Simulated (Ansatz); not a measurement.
# TaSb (hypothetical, P-6m2): phonons against volume, part 2 of 4

Wanted: mode Grüneisen parameters of TaSb (hypothetical) and a free-energy fit over volumes. The crystal structure is hypothetical: it was made by swapping elements on a known structure type.

Ansatz 0.2.0; DFT PBE, scalar-relativistic, plane waves, PAW.

So far. Step 2 (A first coarse run): The start is under 132 GPa at this level and looks like a metal on this mesh.

### 5. Relaxing to small residual forces and stress

The thresholds are tightened for a last relaxation ahead of the phonons, and where mesh or smearing change with them the cell follows.

The input, input.yaml:

```yaml
crystal:
  lattice:
    - [3.595793534, 0.0, 0.0]
    - [-1.797896767, 3.1140485472, 0.0]
    - [0.0, 0.0, 3.7994153219]
  atoms:
    - { symbol: Ta, position: [0.3333333333, 0.6666666667, 0.5] }
    - { symbol: Sb, position: [0.0, 0.0, 0.0] }
kpoints:
  mp_grid: { grid: [15, 15, 12] }
hamiltonian:
  xc: pbe
scf:
  occupations: { method: methfessel_paxton, width: 0.15 }
output:
  forces: true
  stress: true
  eigenvalues: true
relax:
  adjacent_minimum: "off"
  f_tol: 0.001
  max_steps: 60
  cell: { stress_tol: 0.01 }
```

The run is started by

```sh
> ansatz run input.yaml --threads 4 --pin off --max-ram 8192MiB --backend cpu --events-out ev --progress --plain --runs-dir out
```

Numbers of over 12 decimals in the logs are rounded to 6 here.

What it wrote:

```text
[...]
Crystal: 2 atoms, lattice volume = 42.544 Å³
Basis set: ecut = 420 eV, 829 PW (Γ), exchange–correlation on 50×50×54 points (8 copies of the dense FFT grid, shifted against one another)
Bands: 18, of which v1, the nominal top of the filled ones, is band 14 counted from 1 (13 counted from 0)
Symmetry: 12 space group operations
[...]
k-points: 189 of 2700 (time reversal used)
[...]
k-point 188: bands = [... 10 lower, 10.6719, 11.3214, 12.6271, 14.8826, 16.9618, 17.7149, 19.2170, 19.9488]
--- Relaxed structure (3 steps of the walk, 2 accepted, 1 SCFs on fresh bases) ---
[...]
cell:  # Å, volume = 42.5472 Å³
    - [3.595742, 0, 0]
    - [-1.797871, 3.114004, 0]
    - [0, 0, 3.799826]
  atoms:
    - { symbol: Ta, position: [0.333333, 0.666667, 0.5] }
    - { symbol: Sb, position: [0, -2.7755575615628914e-17, 0] }
[key lines of the parts left out:]
SCF converged after 3 iterations
Free energy (F): -16416.605949 eV
Fermi energy:    15.616174 eV
P = ⅓ Tr σ = 0.0005 GPa (0.005 kbar)
```

Wall time 11 s (4 threads of Intel Xeon Platinum 8559C (Emerald Rapids), shared host); peak memory 0.56 GiB; 40 s of CPU time.

Little changed from the start: no atom moved by 0.005 Å and no cell edge by 0.1 %.

This step gave:

- pressure: 4.93e-4 GPa

The residual pressure is 4.9e-4 GPa, small enough for phonons.

### 6. Lattice dynamics at this volume, V/V0 1

The same q-mesh and k-mesh are kept at every volume, so that much of their error can cancel in the differences.

The input, input.yaml:

```yaml
crystal:
  lattice:
    - [3.5957420929, 0.0, 0.0]
    - [-1.7978710464, 3.1140039979, 0.0]
    - [0.0, 0.0, 3.799825904]
  atoms:
    - { symbol: Ta, position: [0.3333333333, 0.6666666667, 0.5] }
    - { symbol: Sb, position: [0.0, 0.0, 0.0] }
kpoints:
  mp_grid: { grid: [15, 15, 12] }
hamiltonian:
  xc: pbe
scf:
  occupations: { method: methfessel_paxton, width: 0.15 }
output:
  eigenvalues: true
phonons:
  method: dfpt
  qmesh: [3, 3, 4]
  temperatures: { t_max: 1000, t_step: 50 }
  qpath:
    path:
      - [[0.0, 0.0, 0.0], [0.5, 0.0, 0.0], [0.33333333, 0.33333333, 0.0], [0.0, 0.0, 0.0], [0.0, 0.0, 0.5], [0.5, 0.0, 0.5], [0.33333333, 0.33333333, 0.5], [0.0, 0.0, 0.5]]
      - [[0.5, 0.0, 0.5], [0.5, 0.0, 0.0]]
      - [[0.33333333, 0.33333333, 0.5], [0.33333333, 0.33333333, 0.0]]
    npoints: 10
```

What it wrote:

```text
Warning: phonons: the dynamical matrix that this run interpolates holds no multipole term above the dipole-dipole one, and a site of this crystal is no centre of inversion, so its interpolated transverse optical and acoustic branches and sound speeds can stay off near Gamma, and the density of states and the thermodynamics with them. What a run solves at a wave vector of phonons.qpoints, Gamma apart, where the deck admits one, is free of this, and under fd what a larger phonons.supercell samples
[...]
Crystal: 2 atoms, lattice volume = 42.547 Å³
Basis set: ecut = 420 eV, 829 PW (Γ), exchange–correlation on 50×50×54 points (8 copies of the dense FFT grid, shifted against one another)
Bands: 18, of which v1, the nominal top of the filled ones, is band 14 counted from 1 (13 counted from 0)
Symmetry: 12 space group operations
k-points: 189 of 2700 (time reversal used)
[...]
SCF iter   1: F=—  HF=-16416.606940 eV  |F-HF|=—  |Δ(HF+E_count)|=         —  Δρ=5.62e-3  dr2=1.49e-2  ethr=1.77e-3  ⟨swp⟩=5.4  Hψ=17802  notcnv=0
[...]
SCF iter   8: F=-16416.605949 eV  HF=-16416.605949 eV  |F-HF|=7.28e-12  |Δ(HF+E_count)|=  3.27e-11  S|Δr|=    0.00e0  Δρ=8.07e-8  dr2=4.15e-12  ethr=1.00e-12  ⟨swp⟩=6.5  Hψ=15284  notcnv=0
SCF 1 converged in 8 iterations: F = -16416.605949 eV  dr2 = 4.15e-12
[...]
SCF iter   1: F=—  HF=-16416.605949 eV  |F-HF|=—  |Δ(HF+E_count)|=         —  Δρ=9.90e-8  dr2=5.04e-12  ethr=2.32e-9  ⟨swp⟩=4.0  Hψ=29637  notcnv=0
eigensolver tolerance schedule: the retry pair's looser diagonalisation over-reported the residual by 128877.30 of it (diagonalisation noise at 0.11 of the residual, at the tolerance the schedule requests for it); recorded, not acted on — ethr = c·dr2/N_el stays at c = 1.0e-1
[...]
SCF iter   2: F=-16416.605949 eV  HF=-16416.605949 eV  |F-HF|=7.28e-12  |Δ(HF+E_count)|=  1.02e-10  S|Δr|=    0.00e0  Δρ=3.02e-8  dr2=5.44e-13  ethr=1.00e-12  ⟨swp⟩=5.5  Hψ=12587  notcnv=0
SCF 2 converged in 2 iterations: F = -16416.605949 eV  dr2 = 5.44e-13
phonons: the bands overlap, so this run is a metal and interpolates without the dipole-dipole term. If the crystal is really an insulator or semiconductor, its LO-TO splitting is missing
NSCF: frozen V_eff on 189 k-points
[...]
DFPT response loops at q = (0, 0, 0) (fractional): preconditioner auto → Kerker (q_TF=auto, 2.545 Å⁻¹) (partly filled bands, converged f_vac=0.000); β = 1.00, the filter's whole step (`scf.mixing.beta` (0.50) is not read by the response loops under this deck's `scf.mixing.preconditioner`; to damp them name `kerker` or `kerker_dos`, under which they read `scf.mixing.beta`, and type it under 1.00, their step now; both keys bind the ground state too); Broyden in place of MSR1
[...]
SCF converged after 8 iterations
[...]
Free energy (F): -16416.605949 eV
[...]
Internal energy: -16416.606391 eV  (E = F + TS)
E sigma→0 (E₀):  -16416.606060 eV
Entropy (-TS):   0.000442 eV (0.221 meV/atom)
Fermi energy:    15.616174 eV
[...]
--- Band table (eV; the first three rows and the last of 189) ---
  k-point 0: bands = [... 10 lower, 13.0529, 14.0964, 14.0964, 14.7149, 16.7263, 16.7263, 20.3070, 20.3911]
  k-point 1: bands = [... 10 lower, 12.6389, 14.1409, 14.1409, 14.8739, 16.5954, 16.5954, 20.4993, 20.4993]
  k-point 2: bands = [... 10 lower, 11.7093, 14.2673, 14.2673, 15.2120, 16.2878, 16.2878, 20.6488, 20.6488]
  k-point 188: bands = [... 10 lower, 10.6719, 11.3214, 12.6271, 14.8826, 16.9618, 17.7149, 19.2170, 19.9488]
--- Phonons (Γ-DFPT): 4 representative perturbations + reference (Σ response iterations 12) ---
  ASR residual: 1.227e-4 → 0.000e0 eV/Å²; symmetrization residual: 4.072e-5 eV/Å²
  ASR residual per site (eV/Å²): 1.23e-4 1.04e-5
  Γ frequencies (cm⁻¹): 0.00 0.00 0.00 187.40 187.40 200.21
--- Phonons (arbitrary-q DFPT): 9 irreducible q on the 3×3×4 mesh ---
  q = [0.0000, 0.0000, 0.0000] (star 1, of the zone-centre solve; hermiticity 7.59e-6, symmetrization 6.14e-11): -0.00 -0.00 0.00 187.40 187.40 200.21
  q = [0.0000, 0.0000, 0.2500] (star 2, 4 solved perturbations in 2184 linear systems a pass and spin channel, the states on 768 of 2700 k-point pairs; hermiticity 8.92e-6, symmetrization 1.38e-9): 73.57 73.57 97.75 173.48 173.48 209.38
[...]
q = [0.0000, 0.3333, 0.0000] (star 6, 6 solved perturbations on 840 of 2700 k-point pairs; hermiticity 4.52e-6, symmetrization 1.80e-10): 54.43 110.52 110.98 182.15 187.45 193.48
[...]
sum rule: each row above includes the acoustic sum rule's correction from the zone centre's row sums; it moved no ω² by more than (0.43 cm⁻¹)²
  mesh force constants: q→R imaginary residual 1.60e-16; ASR residual 1.227e-4 → 0.000e0 eV/Å²; symmetrization residual 1.066e-14 eV/Å²
  interpolated dispersion: 93 rows × 6 modes
  density of states and harmonic sums: on the 21×21×16 q-mesh, interpolated from the force constants of a 3×3×4 supercell (no non-analytic term)
  largest difference from the sums on the solved wave vectors: F 2.31e-2 eV, S 3.02e-5 and C_V 7.14e-6 eV/K
  zero-point energy: 0.052752 eV/cell   skipped modes (ω ≤ 0): 3   left out of the sums: 7.09e-5 of the cell's modes: C_V's classical limit lies that fraction below 3 k_B per atom; for a crystal, a wire or a layer, F and S can be off by more, and a phonons.interpolated_qmesh denser along its periods is the remedy for the sampling
```

Run time: 5.5 min. Hardware: 4 threads; peak memory 2.8 GiB; 21 min of CPU time.

Numbers from this step:

| Property | Result |
| --- | --- |
| Γ frequencies | 0, 0, 0, 187.4, 187.4, 200.2 cm⁻¹ (negative: imaginary) |
| lowest frequency on the path | 0 cm⁻¹ |
| zero-point energy | 0.05275 eV/cell |
| point group | -6m2 |
| highest frequency | 212.1 cm⁻¹ |
| Debye temperature from the second moment | 280 K |

No LO-TO term. Phonon branches along the path, in cm⁻¹:

```tsv
point	branch 1	branch 2	branch 3	branch 4	branch 5	branch 6
Γ	0	0	0	187	187	200
halfway	45	87	92	184	186	198
M	61	124	136	181	184	190
halfway	72	124	143	179	181	191
K	82	125	153	173	177	192
halfway	55	99	100	183	187	196
Γ	0	0	0	187	187	200
halfway	74	74	98	174	174	209
A	128	128	136	136	152	189
halfway	91	107	131	146	190	203
L	56	93	133	154	208	212
halfway	62	84	127	165	208	210
H	67	77	121	175	208	209
halfway	84	100	130	152	195	205
A	128	128	136	136	152	189
jump to L	56	93	133	154	208	212
halfway	79	94	127	174	195	204
M	61	124	136	181	184	190
jump to H	67	77	121	175	208	209
halfway	92	101	115	185	196	199
K	82	125	153	173	177	192
```

The phonon branches as a text plot (rows in cm⁻¹):

```
    208 |                    ****     ************    ***  **
    199 |*****          *****       ***         ***    ***   *
    190 |********************    *** *            ****    *   ***
    181 |  ********* *****   **                          ** ** **
    172 |          **               *      ****        **  *    *
    163 |                      **  *      *    *   *  *
    155 |          **             *    ***      **  **          *
    146 |         *              *   **           *
    137 |      ***   *            ***   *          ***   **    *
    128 |     * ***** *         * ****** ***  ********  *     *
    119 |     **     ***         * **       **     *  **  ***   *
    110 |              *       *    **            *          * *
    102 |    *          *       *     *          *    ** *   **
     93 |   *                        * ****     * *     *     **
     84 |   *      **         **      *    *  ** *          **  *
     75 |  *      *  *                      **  *       ** **
     66 |       **    ** *             *   *****       *  **
     57 |     **        *     *         ***           *
     49 |   **            *
     40 | **              *  *
     31 |                *   *
     22 |**               **
     13 |*                 *
      4 |                   *
         Γ      M   K       Γ     A      L   H      A|L   M|H   K
```

The phonon density of states has structure finer than the step of the table below, so its rows give means over 5 cm⁻¹, whole bins alone (the curve runs from 1 to 213 cm⁻¹). Peaks (cm⁻¹: height): 65.0: 0.0512, 119.0: 0.0434, 137.0: 0.0444, 185.0: 0.0897, 209.0: 0.148.

Tetrahedra on 21 21 16, mean over bins of 2 cm⁻¹. Table of phonon density of states by wavenumber; means over each step:

```tsv
wavenumber (cm⁻¹)	phonon density of states (1/cm⁻¹/cell)
5	3.2e-5
10	1.4e-4
15	3.9e-4
20	7.8e-4
25	0.00133
30	0.00221
35	0.00320
40	0.00440
45	0.00620
50	0.00884
55	0.0141
60	0.0305
65	0.0479
70	0.0357
75	0.0300
80	0.0301
85	0.0264
90	0.0270
95	0.0319
100	0.0352
105	0.0332
110	0.0247
115	0.0281
120	0.0395
125	0.0375
130	0.0324
135	0.0329
140	0.0306
145	0.00823
150	0.00742
155	0.0125
160	0.0187
165	0.0251
170	0.0352
175	0.0616
180	0.0814
185	0.0738
190	0.0379
195	0.0397
200	0.0515
205	0.0770
210	0.0737
```

Harmonic. Thermo, by row:

```tsv
T (K)	F_vib (meV/atom)	S (J/mol-atom/K)	C_V (J/mol-atom/K)
0	26.38	0	0
50	25.73	4.241	8.639
100	21.15	13.41	17.6
150	12.07	21.33	21.15
200	-0.68	27.65	22.68
250	-16.39	32.8	23.45
300	-34.54	37.12	23.89
350	-54.76	40.83	24.16
400	-76.77	44.07	24.34
450	-100.4	46.94	24.47
500	-125.4	49.52	24.55
550	-151.7	51.87	24.62
600	-179.1	54.01	24.67
650	-207.6	55.99	24.71
700	-237.1	57.82	24.74
750	-267.5	59.53	24.77
800	-298.8	61.13	24.79
850	-330.9	62.63	24.81
900	-363.7	64.05	24.82
950	-397.2	65.39	24.83
1000	-431.4	66.67	24.84
```

The modes has structure finer than the step of the table below, so its rows give means over 5 cm⁻¹, whole bins alone (the curve runs from -10 to 228 cm⁻¹). Peaks (cm⁻¹: height): Sb 64.9: 0.0155, 178.7: 0.0619, 208.6: 0.0636; Ta 64.9: 0.0317, 99.3: 0.0244, 121.8: 0.0326, 138.3: 0.0333, 183.2: 0.0214, 208.6: 0.0336.

Phonopy on the run's constants, 19x19x15 mesh, Gaussian sigma 2.0 cm⁻¹. The modes by wavenumber; means over each step; values in 1/cm⁻¹/cell:

```tsv
wavenumber (cm⁻¹)	Sb	Ta
-5	6.0e-6	7.5e-6
0	3.4e-5	4.9e-5
5	1.1e-5	1.4e-5
10	6.5e-5	9.6e-5
15	1.5e-4	2.4e-4
20	4.5e-4	6.7e-4
25	5.6e-4	8.4e-4
30	8.5e-4	0.00129
35	0.00134	0.00206
40	0.00166	0.00259
45	0.00278	0.00439
50	0.00321	0.00521
55	0.00584	0.0103
60	0.0105	0.0207
65	0.0148	0.0301
70	0.0117	0.0237
75	0.00977	0.0199
80	0.00961	0.0193
85	0.00952	0.0191
90	0.00934	0.0191
95	0.00997	0.0205
100	0.0106	0.0231
105	0.00871	0.0200
110	0.00801	0.0208
115	0.00752	0.0234
120	0.00732	0.0300
125	0.00615	0.0295
130	0.00518	0.0275
135	0.00452	0.0254
140	0.00497	0.0278
145	0.00402	0.00714
150	0.00558	0.00236
155	0.0104	0.00273
160	0.0143	0.00374
165	0.0198	0.00585
170	0.0279	0.00827
175	0.0477	0.0132
180	0.0594	0.0201
185	0.0513	0.0190
190	0.0318	0.0104
195	0.0288	0.0113
200	0.0344	0.0164
205	0.0506	0.0256
210	0.0446	0.0238
215	0.00392	0.00218
220	5.9e-6	3.1e-6
```

No LO-TO term. Modes at Γ, with each element's share of the kinetic energy:

```tsv
mode	frequency (cm⁻¹)	symmetry	Ta %	Sb %
1	0.0	-	60	40
2	0.0	-	60	40
3	0.0	-	60	40
4	187.4	E'	40	60
5	187.4	E'	40	60
6	200.2	A2''	40	60
```

Displacements in mode 4 (187.4 cm⁻¹), the largest set to 1:
```
Ta1  0.00 -0.67  0.00
Sb2  0.00  1.00  0.00
```

Displacements in mode 6 (200.2 cm⁻¹), the largest set to 1:
```
Ta1  0.00  0.00 -0.67
Sb2  0.00  0.00  1.00
```

No mode is imaginary beyond numerical noise at the solved wavevectors.

### 7. Relaxing at fixed volume, V/V0 1.015

Each volume of the series is relaxed in shape and positions, since modes respond to internal strain as well.

The cell differs from the one that the last finished run ended in (a 3.596 → 3.614 Å, b 3.596 → 3.614 Å, c 3.800 → 3.819 Å).

input.yaml, the sections that differ from step 6:

```yaml
crystal:
  lattice:
    - [3.6136316515, 0.0, 0.0]
    - [-1.8068158257, 3.1294968101, 0.0]
    - [0.0, 0.0, 3.8187308216]
  atoms:
    - { symbol: Ta, position: [0.3333333333, 0.6666666667, 0.5] }
    - { symbol: Sb, position: [0.0, 0.0, 0.0] }
output:
  forces: true
  stress: true
  eigenvalues: true
relax:
  adjacent_minimum: "off"
  f_tol: 0.001
  max_steps: 60
  cell: { stress_tol: 0.01, fix: [volume] }
# kpoints, hamiltonian, scf: as in step 6
# phonons: removed
```

What it wrote:

```text
[...]
Crystal: 2 atoms, lattice volume = 43.185 Å³
Basis set: ecut = 420 eV, 841 PW (Γ), exchange–correlation on 50×50×54 points (8 copies of the dense FFT grid, shifted against one another)
Bands: 18, of which v1, the nominal top of the filled ones, is band 14 counted from 1 (13 counted from 0)
Symmetry: 12 space group operations
[...]
k-points: 189 of 2700 (time reversal used)
[...]
k-point 188: bands = [... 10 lower, 10.4701, 11.0641, 12.3875, 14.6354, 16.6527, 17.3856, 18.8350, 19.5616]
--- Relaxed structure (3 steps of the walk, 3 accepted, 1 SCFs on fresh bases) ---
[...]
cell:  # Å, volume = 43.1854 Å³
    - [3.622354, -2.8937283744222728e-11, 0.0]
    - [-1.811177, 3.137051, 0.0]
    - [0.0, 0.0, 3.800362]
  atoms:
    - { symbol: Ta, position: [0.333333, 0.666667, 0.500000] }
    - { symbol: Sb, position: [0, -2.775557561562891e-17, 0.0] }
[key lines of the parts left out:]
SCF converged after 4 iterations
Free energy (F): -16416.602331 eV
Fermi energy:    15.332083 eV
P = ⅓ Tr σ = -1.7959 GPa (-17.959 kbar)
```

The job ended after 7.6 s (4 threads; peak memory 0.58 GiB; 29 s of CPU time).

The steps of the relaxation:

```tsv
step	energy less that of the first step (eV)	largest force component (eV/Å)	pressure (GPa)	volume (Å³)
1	0.0000	0.0000	-2.00	43.19
2	-0.0003	0.0000	-1.69	43.19
3	-0.0004	0.0000	-1.80	43.19
4*	-0.0004	0.0000	-1.80	43.19
```

Relaxation steps marked * repeat the geometry before them on a plane-wave basis chosen anew for their cell, so energy and pressure can jump there.

The run keeps the 12 symmetry operations that it works with, so distortions that break them were not tested.

```tsv
conventional cell, symmetrised	before	after	change
a (Å)	3.614	3.622	+0.2 %
b (Å)	3.614	3.622	+0.2 %
c (Å)	3.819	3.800	-0.5 %
volume (Å³/atom)	21.59	21.59	-0.0 %
```

The relaxed structure:

```cif
data_structure
_symmetry_space_group_name_H-M 'P 1'
_symmetry_Int_Tables_number 1
_cell_length_a 3.6224
_cell_length_b 3.6224
_cell_length_c 3.8004
_cell_angle_alpha 90.000
_cell_angle_beta 90.000
_cell_angle_gamma 120.000
_cell_volume 43.19
loop_
_atom_site_label
_atom_site_type_symbol
_atom_site_fract_x
_atom_site_fract_y
_atom_site_fract_z
_atom_site_occupancy
Ta1 Ta 0.33333 0.66667 0.50000 1
Sb2 Sb 0.00000 0.00000 0.00000 1
```

The cell shrank by 0.0 % in volume.

### 8. Phonons, V/V0 1.015

The same q-mesh and k-mesh are kept at every volume, so that much of their error can cancel in the differences.

The input, input.yaml:

```yaml
crystal:
  lattice:
    - [3.6223543886, 0.0, 0.0]
    - [-1.8111771943, 3.137050922, 0.0]
    - [0.0, 0.0, 3.8003617302]
  atoms:
    - { symbol: Ta, position: [0.3333333333, 0.6666666667, 0.5] }
    - { symbol: Sb, position: [0.0, 0.0, 0.0] }
kpoints:
  mp_grid: { grid: [15, 15, 12] }
hamiltonian:
  xc: pbe
scf:
  occupations: { method: methfessel_paxton, width: 0.15 }
output:
  eigenvalues: true
phonons:
  method: dfpt
  qmesh: [3, 3, 4]
  temperatures: { t_max: 1000, t_step: 50 }
  qpath:
    path:
      - [[0.0, 0.0, 0.0], [0.5, 0.0, 0.0], [0.33333333, 0.33333333, 0.0], [0.0, 0.0, 0.0], [0.0, 0.0, 0.5], [0.5, 0.0, 0.5], [0.33333333, 0.33333333, 0.5], [0.0, 0.0, 0.5]]
      - [[0.5, 0.0, 0.5], [0.5, 0.0, 0.0]]
      - [[0.33333333, 0.33333333, 0.5], [0.33333333, 0.33333333, 0.0]]
    npoints: 10
```

What it wrote:

```text
[...]
Crystal: 2 atoms, lattice volume = 43.185 Å³
Basis set: ecut = 420 eV, 829 PW (Γ), exchange–correlation on 50×50×54 points (8 copies of the dense FFT grid, shifted against one another)
Bands: 18, of which v1, the nominal top of the filled ones, is band 14 counted from 1 (13 counted from 0)
Symmetry: 12 space group operations
k-points: 189 of 2700 (time reversal used)
[...]
k-point 188: bands = [... 10 lower, 10.4701, 11.0641, 12.3875, 14.6354, 16.6527, 17.3856, 18.8350, 19.5616]
[...]
ASR residual: 1.054e-4 → 0.000e0 eV/Å²; symmetrization residual: 3.637e-5 eV/Å²
  ASR residual per site (eV/Å²): 1.05e-4 1.05e-5
  Γ frequencies (cm⁻¹): 0.00 0.00 0.00 184.52 184.52 194.86
--- Phonons (arbitrary-q DFPT): 9 irreducible q on the 3×3×4 mesh ---
[...]
interpolated dispersion: 93 rows × 6 modes
[...]
[key lines of the parts left out:]
SCF converged after 8 iterations
Free energy (F): -16416.602331 eV
Fermi energy:    15.332083 eV
```

It took 6.2 min on 4 threads; peak memory 2.8 GiB.

No mode is imaginary beyond numerical noise at the solved wavevectors. The highest zone-centre mode (no LO–TO term) moved by -2.7 % for a volume change of +1.5 %.

(Continued in part 3 of 4.)

[Logs are printed without paths, hosts, clocks, repeated set-up lines and the standing remarks that a program may print on its own settings, such as how far it seeks lower states.]

[Hosts, paths, dates, database ids (printed as entryN), source tags and the programs' standing remarks are cut or masked in the printed files.]

[A step with changed settings may run another functional than the one named; its input shows which.]


